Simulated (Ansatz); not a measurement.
# AlSiPb (built on the sites of a database entry of SrAlSi): the cell at rest

Wanted: the relaxed cell of AlSiPb (built on the sites of a database entry of SrAlSi).

Calculated with Ansatz 0.2.0; DFT PBEsol, scalar-relativistic, plane waves, PAW.

The structure was built from a prototype and need not be the compound's stable phase.

## Step 1: The starting structure

It takes space group P-6m2 (No. 187, hexagonal). Conventional cell: a = 3.696 Å, b = 3.696 Å, c = 4.157 Å, α = 90.00°, β = 90.00°, γ = 120.00°. Pb has 6 Al at 2.98 Å and 6 Si at 2.98 Å nearest. Nearest to Al lie 3 Si at 2.13 Å and 6 Pb at 2.98 Å. Nearest to Si lie 3 Al at 2.13 Å and 6 Pb at 2.98 Å. Farther neighbours are not listed.

Coordinates:

```cif
data_structure
_symmetry_space_group_name_H-M 'P-6m2'
_symmetry_Int_Tables_number 187
_cell_length_a 3.6958
_cell_length_b 3.6958
_cell_length_c 4.1565
_cell_angle_alpha 90.000
_cell_angle_beta 90.000
_cell_angle_gamma 120.000
_cell_volume 49.17
loop_
_atom_site_label
_atom_site_type_symbol
_atom_site_symmetry_multiplicity
_atom_site_Wyckoff_symbol
_atom_site_fract_x
_atom_site_fract_y
_atom_site_fract_z
_atom_site_occupancy
Pb1 Pb 1 a 0.00000 0.00000 0.00000 1
Al1 Al 1 f 0.66667 0.33333 0.50000 1
Si1 Si 1 d 0.33333 0.66667 0.50000 1
```

## Step 2: A coarse first look

First a cheap look: the gap decides the mesh and the occupations, the pressure tells how far the cell has to move.

Input file input.yaml:

```yaml
crystal:
  lattice:
    - [3.69585, 0.0, 0.0]
    - [-1.84792, 3.2007, 0.0]
    - [0.0, 0.0, 4.15652]
  atoms:
    - { symbol: Pb, position: [0.0, 0.0, 0.0] }
    - { symbol: Al, position: [0.66666667, 0.33333333, 0.5] }
    - { symbol: Si, position: [0.33333333, 0.66666667, 0.5] }
kpoints:
  mp_grid: { grid: [6, 6, 4] }
hamiltonian:
  xc: pbesol
scf:
  occupations: { method: gaussian, width: 0.1 }
output:
  forces: true
  stress: true
  eigenvalues: true
```

Started as:

```sh
> ansatz run input.yaml --threads 8 --pin off --max-ram 14336MiB --backend cpu --events-out ev --progress --plain --runs-dir out
```

Numbers of over 12 decimals in the logs are rounded to 6 here.

What it wrote:

```text
Engine: ansatz 0.2.0, aarch64-unknown-linux-gnu
Pseudopotentials: kind: paw
Pseudopotential: Pb, paw, valence charge 14, recommended cutoff 420 eV (normal), Pb.paw.azcp
Pseudopotential: Al, paw, valence charge 3, recommended cutoff 420 eV (normal), Al.paw.azcp
Pseudopotential: Si, paw, valence charge 4, recommended cutoff 420 eV (normal), Si.paw.azcp
Functional definition: PBEsol
  exchange = pbesol_x
[...]
--- Band table (eV; the first three rows and the last of 21) ---
  k-point 0: bands = [... 7 lower, 8.1633, 11.9818, 11.9818, 13.8022, 13.8022, 16.0988, 17.7696, 20.8996]
  k-point 1: bands = [... 7 lower, 12.0712, 12.0712, 12.4293, 14.4273, 14.4273, 16.6720, 18.1531, 19.4082]
  k-point 2: bands = [... 7 lower, 12.1431, 12.1431, 16.0151, 16.0151, 16.0484, 16.6300, 16.7827, 16.7827]
  k-point 20: bands = [... 7 lower, 6.4589, 6.8855, 8.3222, 8.9204, 17.2465, 19.6543, 20.5594, 20.9056]
[key lines of the parts left out:]
SCF converged after 7 iterations
Free energy (F): -12897.879084 eV
Fermi energy:    12.930357 eV
P = ⅓ Tr σ = 47.2330 GPa (472.330 kbar)
```

Wall time 0.5 s (8 threads of Arm Neoverse V2, shared host); peak memory 0.35 GiB.

This step gave:

```yaml
pressure: 47.23 GPa
volume_per_atom: 16.39 Å³
gap_on_the_k_mesh: 0 eV
```

The coarse mesh shows no gap and a pressure of 47.2 GPa.

## Step 3: Coarse relaxation

The start is far from rest, so a relaxation with loose tolerances brings it close first.

Edit input.yaml of step 2 so:

```diff
@@ -10,3 +10,3 @@
 kpoints:
-  mp_grid: { grid: [6, 6, 4] }
+  mp_grid: { grid: [6, 6, 6] }
 hamiltonian:
@@ -19 +19,6 @@
   eigenvalues: true
+relax:
+  adjacent_minimum: "off"
+  f_tol: 0.05
+  max_steps: 80
+  cell: { stress_tol: 0.5 }
```

What it wrote:

```text
[...]
Crystal: 3 atoms, lattice volume = 49.169 Å³
Basis set: ecut = 420 eV, 997 PW (Γ), exchange–correlation on 50×50×60 points (8 copies of the dense FFT grid, shifted against one another)
Bands: 15, of which v1, the nominal top of the filled ones, is band 11 counted from 1 (10 counted from 0)
Symmetry: 12 space group operations
[...]
k-points: 28 of 216 (time reversal used)
[...]
cell:  # Å, volume = 67.4241 Å³
    - [4.255075, -3.3235499603368497e-6, -1.270872632382056e-17]
    - [-2.127534, 3.685004, 6.3543545652908945e-18]
    - [-1.429280816191298e-17, 0, 4.300020]
  atoms:
    - { symbol: Pb, position: [0, 0, 0] }
    - { symbol: Al, position: [0.666667, 0.333333, 0.500000] }
    - { symbol: Si, position: [0.333333, 0.666667, 0.500000] }
[key lines of the parts left out:]
SCF converged after 3 iterations
Free energy (F): -12900.274897 eV
Fermi energy:    8.889146 eV
P = ⅓ Tr σ = 0.0433 GPa (0.433 kbar)
```

It took 3.8 s on 8 threads; peak memory 0.43 GiB; 23 s of CPU time.

The steps of the relaxation:

| step | energy less that of the first step (eV) | largest force component (eV/Å) | pressure (GPa) | volume (Å³) |
| --- | --- | --- | --- | --- |
| 1 | 0.0000 | 0.0000 | 46.65 | 49.17 |
| 2 | -1.4613 | 0.0000 | 22.82 | 55.67 |
| 3 | -2.1415 | 0.0000 | 8.56 | 61.99 |
| 4 | -2.3174 | 0.0000 | 1.69 | 66.13 |
| 5 | -2.3287 | 0.0000 | 0.12 | 67.09 |
| 6* | -2.3544 | 0.0000 | 0.56 | 67.09 |
| 7 | -2.3558 | 0.0000 | 0.04 | 67.42 |
| 8* | -2.3558 | 0.0000 | 0.04 | 67.42 |

Relaxation steps marked * repeat the geometry before them on a plane-wave basis chosen anew for their cell, so energy and pressure can jump there.

The run keeps the 12 symmetry operations that it works with, so distortions that break them were not tested.

| cell as run | before | after | change |
| --- | --- | --- | --- |
| a (Å) | 3.696 | 4.255 | +15.1 % |
| b (Å) | 3.696 | 4.255 | +15.1 % |
| c (Å) | 4.157 | 4.300 | +3.5 % |
| volume (Å³/atom) | 16.39 | 22.47 | +37.1 % |

Final coordinates:

```cif
data_structure
_symmetry_space_group_name_H-M 'P 1'
_symmetry_Int_Tables_number 1
_cell_length_a 4.2551
_cell_length_b 4.2551
_cell_length_c 4.3000
_cell_angle_alpha 90.000
_cell_angle_beta 90.000
_cell_angle_gamma 120.000
_cell_volume 67.42
loop_
_atom_site_label
_atom_site_type_symbol
_atom_site_fract_x
_atom_site_fract_y
_atom_site_fract_z
_atom_site_occupancy
Pb1 Pb 0.00000 0.00000 0.00000 1
Al2 Al 0.66667 0.33333 0.50000 1
Si3 Si 0.33333 0.66667 0.50000 1
```

This step gave:

- pressure: 0.04328 GPa
- volume per atom: 22.47 Å³

In this step the volume went from 16.39 to 22.47 Å³/atom.

## Step 4: Bringing the structure to rest

Harmonic phonons are second derivatives at a point where the forces vanish, and they are wanted at zero stress, so atoms and cell are relaxed first.

input.yaml, the sections that differ from step 3:

```yaml
crystal:
  lattice:
    - [4.2550745357, -3.3235e-06, 0.0]
    - [-2.1275343896, 3.6850043047, 0.0]
    - [0.0, 0.0, 4.3000198392]
  atoms:
    - { symbol: Pb, position: [0.0, 0.0, 0.0] }
    - { symbol: Al, position: [0.6666666667, 0.3333333333, 0.5] }
    - { symbol: Si, position: [0.3333333333, 0.6666666667, 0.5] }
kpoints:
  mp_grid: { grid: [9, 9, 8] }
relax:
  adjacent_minimum: "off"
  f_tol: 0.005
  max_steps: 80
  cell: { stress_tol: 0.05 }
# hamiltonian, scf, output: as in step 3
```

What it wrote:

```text
[...]
Crystal: 3 atoms, lattice volume = 67.424 Å³
Basis set: ecut = 420 eV, 1317 PW (Γ), exchange–correlation on 60×60×60 points (8 copies of the dense FFT grid, shifted against one another)
Bands: 15, of which v1, the nominal top of the filled ones, is band 11 counted from 1 (10 counted from 0)
[... 1 set-up line as in the run before ...]
[...]
k-points: 60 of 648 (time reversal used)
[...]
SCF iter   1: F=—  HF=-12900.223497 eV  |F-HF|=—  |Δ(HF+E_count)|=         —  Δρ=2.89e-3  dr2=1.69e-2  ethr=1.77e-3  ⟨swp⟩=6.4  Hψ=5548  notcnv=0
[...]
SCF iter   6: F=-12900.217451 eV  HF=-12900.217451 eV  |F-HF|=3.29e-9  |Δ(HF+E_count)|=   4.58e-7  Δρ=8.43e-6  dr2=6.41e-8  ethr=4.76e-10  ⟨swp⟩=5.9  Hψ=5065  notcnv=0
SCF 1 converged in 6 iterations: F = -12900.217451 eV  dr2 = 6.41e-8
[...]
relax step   1: F+E_penalty+E_count = -12900.21745122 eV  Δ(F+E_penalty+E_count) = +0.000e0 eV  max|allowed force component| = 1.789e-16 eV/Å  Δτ_max = 0.0000 Å  P = +0.145 GPa  Ω = 67.424 Å³  (6 SCF iters, dr2 threshold 1.00e-7 eV, accepted)
Crystal: 3 atoms, lattice volume = 67.687 Å³
[...]
SCF iter   3: F=-12900.217794 eV  HF=-12900.217794 eV  |F-HF|=2.08e-8  |Δ(HF+E_count)|=   2.83e-8  Δρ=1.21e-5  dr2=1.14e-7  ethr=1.28e-9  ⟨swp⟩=4.6  Hψ=4657  notcnv=0
SCF 2 converged in 3 iterations: F = -12900.217794 eV  dr2 = 1.14e-7
relax step   2: F+E_penalty+E_count = -12900.21779359 eV  Δ(F+E_penalty+E_count) = -3.424e-4 eV  max|allowed force component| = 7.479e-17 eV/Å  Δτ_max = 0.0000 Å  P = -0.010 GPa  Ω = 67.687 Å³  energy of the carried Pulay correction = -4.843e-5 eV  (3 SCF iters, dr2 threshold 2.69e-7 eV, accepted)
Crystal: 3 atoms, lattice volume = 67.786 Å³
[...]
SCF iter   5: F=-12900.217894 eV  HF=-12900.217894 eV  |F-HF|=9.93e-10  |Δ(HF+E_count)|=   1.98e-8  Δρ=1.89e-6  dr2=3.37e-9  ethr=1.54e-10  ⟨swp⟩=5.7  Hψ=4091  notcnv=0
SCF 3 converged in 5 iterations: F = -12900.217894 eV  dr2 = 3.37e-9
relax step   3: F+E_penalty+E_count = -12900.21789441 eV  Δ(F+E_penalty+E_count) = -1.008e-4 eV  max|allowed force component| = 1.218e-16 eV/Å  Δτ_max = 0.0000 Å  P = +0.003 GPa  Ω = 67.786 Å³  energy of the carried Pulay correction = -6.717e-5 eV  (5 SCF iters, dr2 threshold 3.23e-8 eV, accepted)
[...]
SCF iter   1: F=—  HF=-12900.217981 eV  |F-HF|=—  |Δ(HF+E_count)|=         —  Δρ=1.27e-5  dr2=1.16e-8  ethr=1.39e-7  ⟨swp⟩=3.5  Hψ=8365  notcnv=0
eigensolver tolerance schedule: the retry pair's looser diagonalisation over-reported the residual by 2510.88 of it (diagonalisation noise at 0.13 of the residual, at the tolerance the schedule requests for it); recorded, not acted on — ethr = c·dr2/N_el stays at c = 1.0e-1
[...]
SCF iter   2: F=—  HF=-12900.217971 eV  |F-HF|=—  |Δ(HF+E_count)|=   1.04e-5  Δρ=6.58e-6  dr2=3.40e-9  ethr=5.53e-11  ⟨swp⟩=2.5  Hψ=1633  notcnv=0
[...]
SCF iter   4: F=-12900.217971 eV  HF=-12900.217971 eV  |F-HF|=1.82e-12  |Δ(HF+E_count)|=  1.64e-11  Δρ=1.42e-7  dr2=2.56e-11  ethr=1.00e-12  ⟨swp⟩=7.4  Hψ=4923  notcnv=0
SCF 4 converged in 4 iterations: F = -12900.217971 eV  dr2 = 2.56e-11
relax step   4: F+E_penalty+E_count = -12900.21797106 eV  Δ(F+E_penalty+E_count) = -7.665e-5 eV  max|allowed force component| = 1.742e-16 eV/Å  Δτ_max = 0.0000 Å  P = +0.004 GPa  Ω = 67.786 Å³  stress off target by 8.71e-3 GPa  SCF on the basis re-selected at this cell (its energy is not comparable with the rows above)  (4 SCF iters)
[...]
SCF converged after 4 iterations
Free energy (F): -12900.217971 eV
[...]
Internal energy: -12900.212136 eV  (E = F + TS)
E sigma→0 (E₀):  -12900.215054 eV
Entropy (-TS):   -0.005835 eV (-1.945 meV/atom)
Fermi energy:    8.785323 eV
[...]
--- Stress (GPa, compression-positive) ---
        0.002130       0.000000       0.000000
        0.000000       0.002130      -0.000000
        0.000000      -0.000000       0.008708
  P = ⅓ Tr σ = 0.0043 GPa (0.043 kbar)
--- Band table (eV; the first three rows and the last of 60) ---
  k-point 0: bands = [... 7 lower, 5.6901, 7.3688, 7.3688, 8.8409, 8.8409, 9.5106, 11.9428, 14.3417]
  k-point 1: bands = [... 7 lower, 6.4521, 7.4053, 7.4053, 8.9757, 8.9757, 9.6323, 12.2306, 13.8631]
  k-point 2: bands = [... 7 lower, 7.4924, 7.4924, 7.6559, 9.3846, 9.3846, 9.9379, 12.7467, 13.3036]
  k-point 59: bands = [... 7 lower, 3.1666, 3.6526, 5.1777, 5.6540, 11.6770, 13.3904, 14.0788, 14.3817]
--- Relaxed structure (3 steps of the walk, 3 accepted, 1 SCFs on fresh bases) ---
[...]
cell:  # Å, volume = 67.7861 Å³
    - [4.249992, -3.3195386234231253e-6, 5.180325040952053e-19]
    - [-2.124993, 3.680603, -2.590159016369865e-19]
    - [5.235043537450145e-19, 0, 4.333448]
  atoms:
    - { symbol: Pb, position: [0, 0, 0] }
    - { symbol: Al, position: [0.666667, 0.333333, 0.5] }
    - { symbol: Si, position: [0.333333, 0.666667, 0.5] }
```

It took 3.9 s on 8 threads; peak memory 0.5 GiB; 27 s of CPU time.

Step by step:

| step | energy less that of the first step (eV) | largest force component (eV/Å) | pressure (GPa) | volume (Å³) |
| --- | --- | --- | --- | --- |
| 1 | 0.0000 | 0.0000 | 0.15 | 67.42 |
| 2 | -0.0003 | 0.0000 | -0.01 | 67.69 |
| 3 | -0.0004 | 0.0000 | 0.00 | 67.79 |
| 4* | -0.0005 | 0.0000 | 0.00 | 67.79 |

Relaxation steps marked * repeat the geometry before them on a plane-wave basis chosen anew for their cell, so energy and pressure can jump there.

Forces are held to the 12 operations that the run works with; a distortion that breaks them can't arise in this run.

| conventional cell, symmetrised | before | after | change |
| --- | --- | --- | --- |
| a (Å) | 4.255 | 4.250 | -0.1 % |
| b (Å) | 4.255 | 4.250 | -0.1 % |
| c (Å) | 4.300 | 4.333 | +0.8 % |
| volume (Å³/atom) | 22.47 | 22.60 | +0.5 % |

Final coordinates:

```
Pb Al Si
1.0
     4.24999    0.00000    0.00000
    -2.12499    3.68060    0.00000
     0.00000    0.00000    4.33345
Pb Al Si
1 1 1
Direct
  0.00000 0.00000 0.00000
  0.66667 0.33333 0.50000
  0.33333 0.66667 0.50000
```

This step gave:

```
pressure        : 0.004323 GPa
volume per atom : 22.60 Å³
```

In this step the volume went from 22.47 to 22.60 Å³/atom.

## Step 5: Relaxing to small forces for the phonons

Phonons need a cell at rest on their own settings, so the relaxation is repeated with tight tolerances on forces and stress, using the mesh and the filling of the phonon run that follows.

Input file input.yaml:

```yaml
crystal:
  lattice:
    - [4.2499920306, -3.3195e-06, 0.0]
    - [-2.1249931405, 3.6806027242, 0.0]
    - [0.0, 0.0, 4.3334478777]
  atoms:
    - { symbol: Pb, position: [0.0, 0.0, 0.0] }
    - { symbol: Al, position: [0.6666666667, 0.3333333333, 0.5] }
    - { symbol: Si, position: [0.3333333333, 0.6666666667, 0.5] }
kpoints:
  mp_grid: { grid: [10, 10, 8] }
hamiltonian:
  xc: pbesol
scf:
  occupations: { method: methfessel_paxton, width: 0.15 }
output:
  forces: true
  stress: true
  eigenvalues: true
  write_density: true
  write_potential: true
  elf: true
  volumetric_format: npy
relax:
  adjacent_minimum: "off"
  f_tol: 0.001
  max_steps: 60
  cell: { stress_tol: 0.01 }
```

What it wrote:

```text
[...]
Crystal: 3 atoms, lattice volume = 67.786 Å³
Basis set: ecut = 420 eV, 1317 PW (Γ), exchange–correlation on 60×60×60 points (8 copies of the dense FFT grid, shifted against one another)
Bands: 15, of which v1, the nominal top of the filled ones, is band 11 counted from 1 (10 counted from 0)
[... 1 set-up line as in the run before ...]
[...]
k-points: 70 of 800 (time reversal used)
[...]
--- Relaxed structure (3 steps of the walk, 3 accepted, 1 SCFs on fresh bases) ---
[...]
cell:  # Å, volume = 67.8471 Å³
    - [4.250052, -3.3195632038717396e-6, 0.0]
    - [-2.125023, 3.680654, 0.0]
    - [0.0, 0.0, 4.337227]
  atoms:
    - { symbol: Pb, position: [0, 0, 0.0] }
    - { symbol: Al, position: [0.666667, 0.333333, 0.5] }
    - { symbol: Si, position: [0.333333, 0.666667, 0.5] }
[key lines of the parts left out:]
SCF converged after 5 iterations
Free energy (F): -12900.208437 eV
Fermi energy:    8.761376 eV
P = ⅓ Tr σ = -0.0026 GPa (-0.026 kbar)
```

It took 4.3 s on 8 threads; peak memory 0.51 GiB.

Little changed from the start: no atom moved by 0.005 Å and no cell edge by 0.1 %.

Numbers from this step:

| Item | Value |
| --- | --- |
| pressure | -0.002584 GPa |
| volume per atom | 22.62 Å³ |

Electrostatic potential energy in the ab plane at fractional z = 0.500, with atoms of Al and Si within 0.2 Å of it. With pseudopotentials it is smooth inside the atoms' cores, unlike the true potential.

Values in eV, 14 rows by 14 columns, each cell a mean:
```
 11  11  11   9   7   3   1   1   4   8  10  11  11  11
 11  11   9   5  -2 -12 -15  -8   1   7  10  11  11  11
 11   9   5  -7 -27 -40 -39 -21  -3   7  10  11  11  11
  9   6  -5 -29 -46 -49 -46 -22  -1   7   9   9   9   9
  7   2 -18 -43 -49 -49 -42 -12   3   7   7   6   6   7
  5  -2 -26 -45 -47 -41 -22   0   4   2  -1  -3   0   4
  4  -2 -20 -34 -33 -18  -3   3   0  -7  -9 -10  -6   1
  5   2  -4  -8  -4   2   4  -2  -8  -5  -3  -7  -8   0
  7   6   4   4   6   6   2  -8  -5   3   2  -6  -7   3
  9   9   9   9   9   5  -4  -9   0   3  -2  -9  -1   6
 10  11  11  10   9   4  -6  -9  -4  -4  -8  -4   5   9
 11  11  11  10   8   3  -4 -10  -9  -8  -3   4   9  10
 11  11  11  10   9   5   1  -3  -2   2   6   9  11  11
 11  11  11  10   9   7   4   3   5   7   9  10  11  11
```
Columns run along a (4.3 Å; values clipped at the 3rd and 97th percentile), rows up along b (4.3 Å). Atoms in or near the plane, at fractional coordinates: Al at (0.67, 0.33), Si at (0.33, 0.67).

Valence density in the ab plane at fractional z = 0.500, with atoms of Al and Si within 0.2 Å of it. It is the smooth field of the valence electrons, not physical close to the nuclei.

Values in e/Å³, 14 rows by 14 columns, each cell a mean:
```
0.06 0.07 0.10 0.16 0.26 0.38 0.45 0.44 0.35 0.23 0.14 0.09 0.06 0.06
0.07 0.10 0.15 0.24 0.35 0.44 0.47 0.44 0.34 0.22 0.14 0.09 0.07 0.06
0.11 0.15 0.25 0.34 0.35 0.31 0.32 0.37 0.33 0.22 0.14 0.10 0.08 0.08
0.17 0.25 0.35 0.32 0.18 0.12 0.21 0.36 0.34 0.23 0.16 0.12 0.11 0.12
0.27 0.36 0.41 0.25 0.08 0.10 0.28 0.42 0.35 0.25 0.18 0.16 0.16 0.19
0.37 0.46 0.43 0.25 0.16 0.28 0.44 0.44 0.35 0.26 0.20 0.18 0.22 0.28
0.42 0.47 0.43 0.33 0.33 0.43 0.47 0.40 0.33 0.23 0.16 0.16 0.25 0.34
0.37 0.38 0.37 0.36 0.37 0.38 0.37 0.33 0.23 0.12 0.09 0.13 0.26 0.34
0.28 0.27 0.26 0.27 0.28 0.29 0.29 0.23 0.12 0.07 0.07 0.13 0.25 0.29
0.18 0.17 0.16 0.17 0.18 0.21 0.22 0.13 0.08 0.07 0.09 0.15 0.21 0.21
0.11 0.10 0.11 0.12 0.14 0.18 0.18 0.13 0.10 0.10 0.14 0.17 0.17 0.14
0.08 0.07 0.08 0.09 0.12 0.17 0.20 0.21 0.20 0.20 0.19 0.16 0.12 0.09
0.06 0.06 0.07 0.09 0.14 0.21 0.28 0.32 0.31 0.26 0.19 0.13 0.09 0.07
0.05 0.06 0.07 0.11 0.17 0.27 0.35 0.39 0.34 0.25 0.16 0.10 0.07 0.06
```
Columns run along a (4.3 Å), rows up along b (4.3 Å). Atoms in or near the plane, at fractional coordinates: Al at (0.67, 0.33), Si at (0.33, 0.67).

ELF in the ab plane at fractional z = 0.500, with atoms of Al and Si within 0.2 Å of it. It is the smooth field of the valence electrons, not physical close to the nuclei.

Values, 14 rows by 14 columns, each cell a mean:
```
0.07 0.11 0.22 0.44 0.69 0.84 0.89 0.89 0.82 0.64 0.38 0.18 0.09 0.07
0.12 0.20 0.38 0.59 0.73 0.79 0.81 0.79 0.73 0.57 0.35 0.18 0.10 0.09
0.25 0.41 0.58 0.61 0.54 0.51 0.51 0.58 0.64 0.56 0.37 0.22 0.15 0.16
0.50 0.64 0.68 0.49 0.38 0.42 0.35 0.56 0.70 0.63 0.45 0.30 0.25 0.32
0.74 0.81 0.71 0.43 0.49 0.46 0.46 0.75 0.80 0.71 0.54 0.39 0.41 0.56
0.87 0.87 0.72 0.42 0.37 0.50 0.75 0.88 0.86 0.74 0.50 0.38 0.57 0.77
0.90 0.88 0.72 0.47 0.48 0.75 0.88 0.90 0.85 0.56 0.22 0.23 0.65 0.86
0.88 0.83 0.70 0.63 0.73 0.84 0.88 0.84 0.53 0.10 0.05 0.12 0.66 0.87
0.77 0.70 0.62 0.63 0.71 0.78 0.80 0.53 0.14 0.19 0.15 0.12 0.64 0.81
0.53 0.45 0.42 0.47 0.55 0.62 0.53 0.13 0.13 0.25 0.12 0.19 0.56 0.62
0.28 0.23 0.24 0.29 0.38 0.44 0.34 0.10 0.06 0.08 0.14 0.33 0.42 0.37
0.13 0.12 0.13 0.19 0.30 0.42 0.48 0.46 0.44 0.45 0.45 0.39 0.27 0.18
0.07 0.08 0.10 0.19 0.36 0.60 0.77 0.84 0.84 0.74 0.54 0.31 0.16 0.10
0.06 0.07 0.12 0.26 0.51 0.75 0.87 0.90 0.86 0.73 0.47 0.24 0.11 0.07
```
Columns run along a (4.3 Å), rows up along b (4.3 Å). Atoms in or near the plane, at fractional coordinates: Al at (0.67, 0.33), Si at (0.33, 0.67).

The forces vanish by symmetry and the pressure is -0.003 GPa, within the tolerances set. The cell now holds 22.62 Å³/atom.

## Step 6: Summary of results

```
space group after relaxation (within 0.01 Å) : P-6m2
lattice constant a                           : 4.250 Å
lattice constant b                           : 4.250 Å
lattice constant c                           : 4.337 Å
volume per atom                              : 22.6 Å³
```

**Reading.** The forces vanish by symmetry and the pressure is -0.003 GPa, within the tolerances set. The cell now holds 22.62 Å³/atom. The relaxation keeps the symmetry of its start, so it says nothing on stability against lower symmetry. The runs are without spin polarisation, although the cell has an odd electron count. Spin-orbit coupling is left out, which can matter for the heavy elements here. The starting cell was built on a prototype and not taken from a measurement, so the phase need not exist.

[Logs are printed without paths, hosts, clocks, repeated set-up lines and the standing remarks that a program may print on its own settings, such as how far it seeks lower states.]

[Hosts, paths, dates, database ids (printed as entryN), source tags and the programs' standing remarks are cut or masked in the printed files.]
